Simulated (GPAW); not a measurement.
# WSi2N4 monolayer: work function by functional and basis, part 2 of 2

Aim: the work function of both faces of WSi2N4 monolayer, and its spread over functionals and bases. Where a layer proves gapped, the work function hangs on where the smearing puts the Fermi level, and the band edges take its place.

GPAW 26.7.0; GPAW, PAW setups; layer in a repeated cell with vacuum, relaxation of atoms and in-plane cell (the session's first sound run).

So far, upper work function (eV): step 3 (the slab's potential, PBE, GPAW) 4.35; step 4 (GPAW, PAW setups) 4.73; step 5 (RPBE) 4.18; step 6 (revPBE) 4.23; step 7 (LDA) 4.77.

**8. OptPBE vdW: xc = "optPBE-vdW"**

The same geometry under optPBE-vdW, to see how far the functional moves the levels against the vacuum (the van der Waals functionals take revPBE setups).

Input file run.py:

```python
import json
import numpy as np
from ase import Atoms
from gpaw import GPAW, PW

slab = Atoms(
    ['N', 'Si', 'N', 'W', 'N', 'Si', 'N'],
    positions=[
        [-0.00000, -0.00000, 8.00000],
        [-0.00000, 1.66238, 8.53906],
        [-0.00000, 1.66238, 10.30198],
        [-0.00000, -0.00000, 11.57560],
        [-0.00000, 1.66238, 12.84923],
        [0.00000, 1.66238, 14.61214],
        [-0.00000, 0.00000, 15.15120]],
    cell=[[2.87934, -0.0, 0.0], [-1.43967, 2.49357, 0.0], [0.0, 0.0, 23.1512]],
    pbc=[True, True, False])

slab.calc = GPAW(mode=PW(500), xc='optPBE-vdW', kpts={'size': (12, 12, 1), 'gamma': True},
                 occupations={'name': 'fermi-dirac', 'width': 0.05}, nbands='200%',
                 convergence={'density': 1e-05}, maxiter=200,
                 poissonsolver={'dipolelayer': 'xy'},
                 symmetry={'tolerance': 1e-3}, txt='slab.txt')
result = {}
energy = slab.get_potential_energy()
fermi = slab.calc.get_fermi_level()
v = slab.calc.get_electrostatic_potential().mean((0, 1)) - fermi
n = slab.calc.get_pseudo_density().mean((0, 1))
L = slab.cell[2, 2]
z = np.arange(len(v)) * L / len(v)
low, high = slab.positions[:, 2].min(), slab.positions[:, 2].max()
below, above = np.interp([low - 5.8, high + 5.8], z, v)
slopes = [np.interp(x, z, np.gradient(v, z)) for x in (low - 5.8, high + 5.8)]
eps = np.array([[slab.calc.get_eigenvalues(k, s) for k in range(len(slab.calc.get_ibz_k_points()))]
                for s in range(slab.calc.get_number_of_spins())]) - fermi
top, bottom = eps[eps < 0].max(), eps[eps > 0].min()
dipole = slab.get_dipole_moment()[2]
print(f'energy {energy:.4f} eV, Fermi level {fermi:.4f} eV, dipole {dipole:.5f} e A')
print(f'potential 5.8 A off the faces, from the Fermi level: lower {below:.4f} eV, upper {above:.4f} eV')
print(f'slope of the potential there: lower {slopes[0]:.5f}, upper {slopes[1]:.5f} eV/A')
print(f'nearest levels on the mesh: {top:.4f} and {bottom:.4f} eV')
print('magnetic moment', round(slab.get_magnetic_moment(), 3))
result.update(energy=energy, fermi=fermi, dipole=dipole, below=below, above=above, slopes=slopes, edges=[top, bottom],
              z=z.tolist(), v=v.tolist(), n=n.tolist(), positions=slab.positions.tolist(),
              forces=slab.get_forces(apply_constraint=False).tolist(), moments=slab.get_magnetic_moments().tolist())
json.dump(result, open('result.json', 'w'))
```

Run with:

```console
$ OMP_NUM_THREADS=1 OPENBLAS_NUM_THREADS=1 python run.py
```

The job ended after 63 s (1 thread of Arm Neoverse V2, shared host; peak memory 0.39 GiB).

Numbers from this step:

```
dipole along the normal                    : 7.41e-5 e·Å
levels nearest the Fermi level on the mesh : -1.148, 1.472 eV from the Fermi level
upper work function                        : 4.563 eV
lower work function                        : 4.564 eV
upper ionisation energy                    : 5.711 eV
```

The electrostatic potential energy of an electron (without an applied field's), less the Fermi level, planar mean oscillates, so the rows of the table below give means over windows of 1.06 Å about each position, cut where the curve ends. Its maxima inside the range that stand out by 2 % of the span (Å: eV): 9.6: -1.13, 10.7: -9.35, 12.4: -9.35, 13.5: -1.13. Its minima: 8.1: -24.3, 10.3: -14.2, 11.6: -30.6, 12.8: -14.2, 15.0: -24.3.

Table of electrostatic potential energy of an electron (without an applied field's), less the Fermi level, planar mean by z; means over each step:

z (Å), electrostatic potential energy of an electron (without an applied field's), less the Fermi level, planar mean (eV) and a bar from the least value:
```
     0.53        4.6 ##############################
     1.59        4.6 ##############################
     2.65        4.6 ##############################
     3.71        4.6 ##############################
     4.77        4.6 ##############################
     5.83        4.5 ##############################
     6.89        2.9 ############################
     7.95      -16.8 ###
     9.01      -11.6 ##########
    10.07       -7.5 ###############
    11.13      -19.5 
    12.19      -16.5 ####
    13.25       -6.0 #################
    14.31      -14.9 ######
    15.37      -13.0 ########
    16.43        3.6 #############################
    17.49        4.5 ##############################
    18.55        4.6 ##############################
    19.61        4.6 ##############################
    20.67        4.6 ##############################
    21.73        4.6 ##############################
    22.79        4.6 ##############################
```

The highest filled level lies 1.15 eV under the Fermi level, so the ionisation energy from the upper face is 4.563 + 1.15 = 5.711 eV, against 5.448 eV in the base run.

**9. Real-space grid: mode = "fd"**

A real-space grid is a second complete basis, so it checks the plane-wave result.

Edit run.py of step 8 so:

```diff
@@ -3,3 +3,3 @@
 from ase import Atoms
-from gpaw import GPAW, PW
+from gpaw import GPAW
 
@@ -18,3 +18,3 @@
 
-slab.calc = GPAW(mode=PW(500), xc='optPBE-vdW', kpts={'size': (12, 12, 1), 'gamma': True},
+slab.calc = GPAW(mode='fd', h=0.18, xc='PBE', kpts={'size': (12, 12, 1), 'gamma': True},
                  occupations={'name': 'fermi-dirac', 'width': 0.05}, nbands='200%',
```

It took 2 min on 1 thread; peak memory 0.49 GiB.

Numbers from this step:

```
dipole along the normal                    : 7.46e-5 e·Å
levels nearest the Fermi level on the mesh : -1.199, 1.289 eV from the Fermi level
upper work function                        : 4.286 eV
lower work function                        : 4.287 eV
upper ionisation energy                    : 5.485 eV
```

The highest filled level lies 1.20 eV under the Fermi level, so the ionisation energy from the upper face is 4.286 + 1.20 = 5.485 eV, against 5.448 eV in the base run.

**10. Atomic orbitals: mode = "lcao"**

Atom-centred orbitals end a few angstrom from the surface, which tests how much the density's tail matters.

Edit run.py of step 9 so:

```diff
@@ -18,4 +18,4 @@
 
-slab.calc = GPAW(mode='fd', h=0.18, xc='PBE', kpts={'size': (12, 12, 1), 'gamma': True},
-                 occupations={'name': 'fermi-dirac', 'width': 0.05}, nbands='200%',
+slab.calc = GPAW(mode='lcao', basis='dzp', h=0.18, xc='PBE', kpts={'size': (12, 12, 1), 'gamma': True},
+                 occupations={'name': 'fermi-dirac', 'width': 0.05}, nbands='120%',
                  convergence={'density': 1e-05}, maxiter=200,
```

The job ended after 2.1 min (1 thread; peak memory 0.27 GiB).

This step gave:

```
dipole along the normal                    : 7.44e-5 e·Å
levels nearest the Fermi level on the mesh : -1.448, 0.9804 eV from the Fermi level
upper work function                        : 3.973 eV
lower work function                        : 3.974 eV
upper ionisation energy                    : 5.420 eV
```

The highest filled level lies 1.45 eV under the Fermi level, so the ionisation energy from the upper face is 3.973 + 1.45 = 5.420 eV, against 5.448 eV in the base run.

**11. Cost and result by level**

Times are for 1 thread of Arm Neoverse V2, shared host. Results by setting:

```tsv
no.	run	upper ionisation energy (eV)	time	memory (GiB)
1	pw	5.448	53 s	0.25
2	vdW DF2	5.944	77 s	0.39
3	RPBE	5.297	53 s	0.25
4	revPBE	5.308	53 s	0.25
5	LDA	5.813	51 s	0.25
6	optPBE vdW	5.711	63 s	0.39
7	fd	5.485	2 min	0.49
8	lcao	5.420	2.1 min	0.27
```

**12. Side by side**

Results and costs are gathered.

This step: comparison of work functions, dipole and cost (GPAW 26.7.0).

Ladder, by row:

```tsv
step	code	work function, upper (eV)	work function, lower (eV)	dipole (e Å)	wall time (s)	peak memory (GiB)	threads
pw	GPAW	4.345	4.347	7.36e-5	52.89	0.25	1
vdW-DF2	GPAW	4.733	4.734	7.42e-5	76.95	0.39	1
RPBE	GPAW	4.182	4.184	7.38e-5	53.02	0.25	1
revPBE	GPAW	4.23	4.231	7.38e-5	52.72	0.25	1
LDA	GPAW	4.769	4.77	7.35e-5	51.4	0.25	1
optPBE-vdW	GPAW	4.563	4.564	7.41e-5	63.03	0.39	1
fd	GPAW	4.286	4.287	7.46e-5	117.5	0.49	1
lcao	GPAW	3.973	3.974	7.44e-5	125.4	0.27	1
```

**13. A changed run**

One more run, with changed settings.

This step: GPAW, PAW setups; slab in vacuum (GPAW 26.7.0).

Edit run.py of step 10 so:

```diff
@@ -3,3 +3,3 @@
 from ase import Atoms
-from gpaw import GPAW
+from gpaw import GPAW, PW
 
@@ -18,5 +18,5 @@
 
-slab.calc = GPAW(mode='lcao', basis='dzp', h=0.18, xc='PBE', kpts={'size': (12, 12, 1), 'gamma': True},
-                 occupations={'name': 'fermi-dirac', 'width': 0.05}, nbands='120%',
-                 convergence={'density': 1e-05}, maxiter=200,
+slab.calc = GPAW(mode=PW(500), xc='pbe96', kpts={'size': (12, 12, 1), 'gamma': True},
+                 occupations={'name': 'fermi-dirac', 'width': 0.05}, nbands='200%',
+                 convergence={'density': 1e-05}, maxiter=100,
                  poissonsolver={'dipolelayer': 'xy'},
```

Elapsed: 0.63 s, on 1 thread; peak memory 0.1 GiB.

The program refused the input before any cycle.

The program's message: “NameError: Unknown functional: pbe96.”

The change that led to it: xc = "pbe96".

**14. Outcome**

| Item | Value |
| --- | --- |
| work function, both faces (Fermi level placed in the gap by the smearing) | 4.35 eV |
| ionisation energy from the upper face (highest filled level on the mesh) | 5.45 eV |
| electron affinity from the upper face (lowest empty Kohn-Sham level on the mesh) | 3.00 eV |
| dipole along the normal | 7.4e-5 e Å, near the numerical noise |

**Reading.** With plane waves and PBE the ionisation energy from the upper face is 5.45 eV and the Kohn-Sham electron affinity 3.00 eV. The levels nearest the Fermi level on the mesh lie 2.45 eV apart, so the slab is gapped there: the smearing puts the Fermi level inside the gap, and from either face the ionisation energy is the work function plus 1.1 eV. Both are Kohn-Sham levels on the mesh, and semilocal gaps are too small, so the affinity tends to come out too large and the ionisation energy too small. Work functions of a gapped slab move with the place of the Fermi level in the gap; over the runs without a planted fault the highest filled level on the mesh lies 5.30 (RPBE) to 5.94 eV (vdW-DF2) under the upper vacuum level. With elements this heavy, spin-orbit coupling can move band edges by tenths of an eV. The layer's cell and atoms come from the relaxation; spin-orbit coupling and temperature are left out.

[Logs are printed without paths, hosts, clocks, repeated set-up lines and the standing remarks that a program may print on its own settings, such as how far it seeks lower states.]

[Hosts, paths, dates, database ids (printed as entryN), source tags and the programs' standing remarks are cut or masked in the printed files.]
